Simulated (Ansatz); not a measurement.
# H on Mg(0001): change of the work function, part 2 of 2

Aim: the work function of Mg(0001) at several coverages of H (fcc site), and the dipole that each adsorbate carries.

Ansatz 0.2.0; plane-wave DFT, PBE, Ansatz PAW.

So far, work function, upper face (eV): step 2 (the clean slab) 3.79; step 3 (37 atoms, coverage 0.111 ML, cell 3x3) 3.74; step 4 (17 atoms, coverage 0.25 ML, cell 2x2) 3.67.

## 5. Adsorbate added, k-mesh 6×6×1, coverage 0.5 ML

System of this step: H/Mg(0001). The cell holds 18 atoms: 16 Mg and 2 H. Its edges and angles: a = 6.420 Å, b = 6.420 Å, c = 26.448 Å, α = 90.0°, β = 90.0°, γ = 60.0°. Vacuum lies along c.

Input file input.yaml:

```yaml
crystal:
  lattice:
    - [6.4199999999, 0.0, 0.0]
    - [3.21, 5.5598830922, 0.0]
    - [0.0, 0.0, 26.4482467859]
  atoms:
    - { symbol: Mg, position: [0.3333333333, 0.3333333333, 0.3402872059] }
    - { symbol: Mg, position: [0.0, 0.0, 0.4388389179] }
    - { symbol: Mg, position: [0.3333333333, 0.3333333333, 0.5375833639] }
    - { symbol: Mg, position: [0.0, 0.0, 0.6370269804] }
    - { symbol: Mg, position: [0.3333333333, 0.8333333333, 0.3402872059] }
    - { symbol: Mg, position: [0.0, 0.5, 0.4388389179] }
    - { symbol: Mg, position: [0.3333333333, 0.8333333333, 0.5375833639] }
    - { symbol: Mg, position: [0.0, 0.5, 0.6370269804] }
    - { symbol: Mg, position: [0.8333333333, 0.3333333333, 0.3402872059] }
    - { symbol: Mg, position: [0.5, 0.0, 0.4388389179] }
    - { symbol: Mg, position: [0.8333333333, 0.3333333333, 0.5375833639] }
    - { symbol: Mg, position: [0.5, 0.0, 0.6370269804] }
    - { symbol: Mg, position: [0.8333333333, 0.8333333333, 0.3402872059] }
    - { symbol: Mg, position: [0.5, 0.5, 0.4388389179] }
    - { symbol: Mg, position: [0.8333333333, 0.8333333333, 0.5375833639] }
    - { symbol: Mg, position: [0.5, 0.5, 0.6370269804] }
    - { symbol: H, position: [0.1666666667, 0.1666666667, 0.6597127941] }
    - { symbol: H, position: [0.6666666667, 0.1666666667, 0.6597127941] }
kpoints:
  mp_grid: { grid: [6, 6, 1] }
hamiltonian:
  xc: pbe
scf:
  occupations: { method: fermi_dirac, width: 0.1 }
  convergence: { dr2_threshold: 1.0e-08 }
efield:
  axis: 3
  dipole_correction: true
  ramp_position: 0.97
  ramp_width: 0.06
relax:
  f_tol: 0.02
  max_steps: 60
  constraints: [{ sites: [0, 1, 4, 5, 8, 9, 12, 13] }]
output:
  dos: { projected: true, e_range: [-8, 4] }
  write_potential: true
  write_density: true
  volumetric_format: npy
  elf: true
```

The run is started by

```console
> ansatz run input.yaml --threads 4 --pin off --max-ram 16384MiB --backend cpu --events-out ev --progress --plain --runs-dir out
```

Run time: 1.7 min. Hardware: 4 threads of Arm Neoverse V1, shared host; peak memory 2.6 GiB.

The steps of the relaxation:

```tsv
step	energy less that of the first step (eV)	largest force component (eV/Å)
1	0.0000	0.3786
2	-0.0993	0.0836
3	-0.0937	0.1241
4	-0.1034	0.0128
```

Relaxation step 3 was tried and not accepted.

Forces are held to the 4 operations that the run works with; a distortion that breaks them can't arise in this run.

The atoms that moved most (Å):

```tsv
atom	dx	dy	dz	length
H18	0.000	0.058	0.206	0.214
H17	0.000	0.058	0.206	0.214
Mg8	0.000	0.006	-0.104	0.104
Mg16	0.000	0.006	-0.104	0.104
Mg3	0.000	-0.021	-0.022	0.030
Mg11	0.000	-0.021	-0.022	0.030
Mg7	0.000	0.010	-0.026	0.028
Mg15	0.000	0.010	-0.026	0.028
```

The relaxed structure:

```cif
data_structure
_symmetry_space_group_name_H-M 'P 1'
_symmetry_Int_Tables_number 1
_cell_length_a 6.4200
_cell_length_b 6.4200
_cell_length_c 26.4482
_cell_angle_alpha 90.000
_cell_angle_beta 90.000
_cell_angle_gamma 60.000
_cell_volume 944.06
loop_
_atom_site_label
_atom_site_type_symbol
_atom_site_fract_x
_atom_site_fract_y
_atom_site_fract_z
_atom_site_occupancy
Mg1 Mg 0.33333 0.33333 0.34029 1
Mg2 Mg 0.00000 0.00000 0.43884 1
Mg3 Mg 0.33520 0.32959 0.53674 1
Mg4 Mg 0.99841 0.00318 0.63767 1
Mg5 Mg 0.33333 0.83333 0.34029 1
Mg6 Mg 0.00000 0.50000 0.43884 1
Mg7 Mg 0.33245 0.83510 0.53660 1
Mg8 Mg 0.99946 0.50107 0.63309 1
Mg9 Mg 0.83333 0.33333 0.34029 1
Mg10 Mg 0.50000 0.00000 0.43884 1
Mg11 Mg 0.83520 0.32959 0.53674 1
Mg12 Mg 0.49841 0.00318 0.63767 1
Mg13 Mg 0.83333 0.83333 0.34029 1
Mg14 Mg 0.50000 0.50000 0.43884 1
Mg15 Mg 0.83245 0.83510 0.53660 1
Mg16 Mg 0.49946 0.50107 0.63309 1
H17 H 0.16147 0.17707 0.66751 1
H18 H 0.66147 0.17707 0.66751 1
```

The relaxation took 4 steps and lowered the energy by 0.10 eV; the largest force on the free atoms ends at 0.013 eV/Å.

The covered face has 3.58 eV, -0.21 eV against the clean one; the bare back face has moved by -0.05 eV, a measure of how thin the slab is.

## 6. Adsorbate added, k-mesh 12×12×1, coverage 1 ML

System of this step: H/Mg(0001). The cell holds 5 atoms: 4 Mg and 1 H. Cell: a = 3.210 Å, b = 3.210 Å, c = 26.448 Å, α = 90.0°, β = 90.0°, γ = 60.0°. Vacuum lies along c.

input.yaml, the sections that differ from step 5:

```yaml
crystal:
  lattice:
    - [3.21, 0.0, 0.0]
    - [1.605, 2.7799415461, 0.0]
    - [0.0, 0.0, 26.4482467859]
  atoms:
    - { symbol: Mg, position: [0.6666666667, 0.6666666667, 0.3402872059] }
    - { symbol: Mg, position: [0.0, 0.0, 0.4388389179] }
    - { symbol: Mg, position: [0.6666666667, 0.6666666667, 0.5375833639] }
    - { symbol: Mg, position: [0.0, 0.0, 0.6370269804] }
    - { symbol: H, position: [0.3333333333, 0.3333333333, 0.6597127941] }
kpoints:
  mp_grid: { grid: [12, 12, 1] }
relax:
  f_tol: 0.02
  max_steps: 60
  constraints: [{ sites: [0, 1] }]
output:
  write_potential: true
  write_density: true
  volumetric_format: npy
# hamiltonian, scf, efield: as in step 5
```

The job ended after 8 s (4 threads; peak memory 0.49 GiB; 30 s of CPU time).

Relaxation path:

```tsv
step	energy less that of the first step (eV)	largest force component (eV/Å)
1	0.0000	0.5934
2	-0.0609	0.2748
3	-0.0700	0.0539
4	-0.0706	0.0035
```

The run keeps the 6 symmetry operations that it works with, so distortions that break them were not tested.

The atoms that moved most (Å):

```tsv
atom	dx	dy	dz	length
H5	0.000	0.000	0.156	0.156
Mg4	0.000	0.000	-0.087	0.087
Mg3	0.000	0.000	-0.032	0.032
```

The relaxed structure:

```xyz
5
Lattice="3.2100 0.0000 0.0000 1.6050 2.7799 0.0000 0.0000 0.0000 26.4482" Properties=species:S:1:pos:R:3
Mg    3.2100    1.8533    9.0000
Mg    0.0000    0.0000   11.6065
Mg    3.2100    1.8533   14.1860
Mg    0.0000    0.0000   16.7614
H     1.6050    0.9266   17.6044
```

The relaxation took 4 steps and lowered the energy by 0.071 eV; the largest force on the free atoms ends at 0.0035 eV/Å.

The covered face has 3.55 eV, -0.24 eV against the clean one; the bare back face has moved by -0.06 eV, a measure of how thin the slab is.

## 7. Work function against coverage

This step: plane-wave DFT, PBE, Ansatz PAW; work function against coverage (Ansatz 0.2.0).

The runs are now put side by side.

This step gave:

| Item | Value |
| --- | --- |
| work function of the clean face | 3.787 eV |
| largest change of the work function | -0.2356 eV |

The work function of the covered face by coverage:

```tsv
coverage (adsorbates/nm²)	work function of the covered face (eV)
0.00	3.79
1.25	3.74
2.80	3.67
5.60	3.58
11.21	3.55
```

The dipole per adsorbate comes from the change of the cell's dipole. Coverage, by row:

```tsv
coverage (1/nm²)	coverage (ML)	work function (eV)	change (eV)	dipole per adsorbate, positive end outwards (debye)	mean height of the added atoms over the highest substrate atom (Å)
1.245	0.1111	3.741	-0.04637	0.072	0.8463
2.802	0.25	3.672	-0.1153	0.077	0.8366
5.603	0.5	3.58	-0.2077	0.076	0.7893
11.21	1	3.552	-0.2356	0.042	0.843
```

## 8. Results

| Item | Value |
| --- | --- |
| work function of the clean face | 3.79 eV |
| work function at 0.11 ML | 3.74 eV |
| work function at 0.25 ML | 3.67 eV |
| work function at 0.5 ML | 3.58 eV |
| work function at 1 ML | 3.55 eV |
| dipole per adsorbate at 0.11 ML, positive end outwards | 0.07 D |

In words: At the lowest coverage H changes the work function of Mg(0001) by under 0.15 eV, within the error of so thin a slab; the largest change, -0.24 eV, comes at higher coverage. The slab has 4 layers, at the tabulated experimental lattice constant, one starting site was run, and quantum-size effects of a slab this thin can reach one or two tenths of an eV.

[Logs are printed without paths, hosts, clocks, repeated set-up lines and the standing remarks that a program may print on its own settings, such as how far it seeks lower states.]

[Hosts, paths, dates, database ids (printed as entryN), source tags and the programs' standing remarks are cut or masked in the printed files.]

[Maps of the electrostatic potential energy from Ansatz leave out the sawtooth potential of an applied field or a dipole correction, so their vacuum need not be flat; planar profiles and work functions include it.]
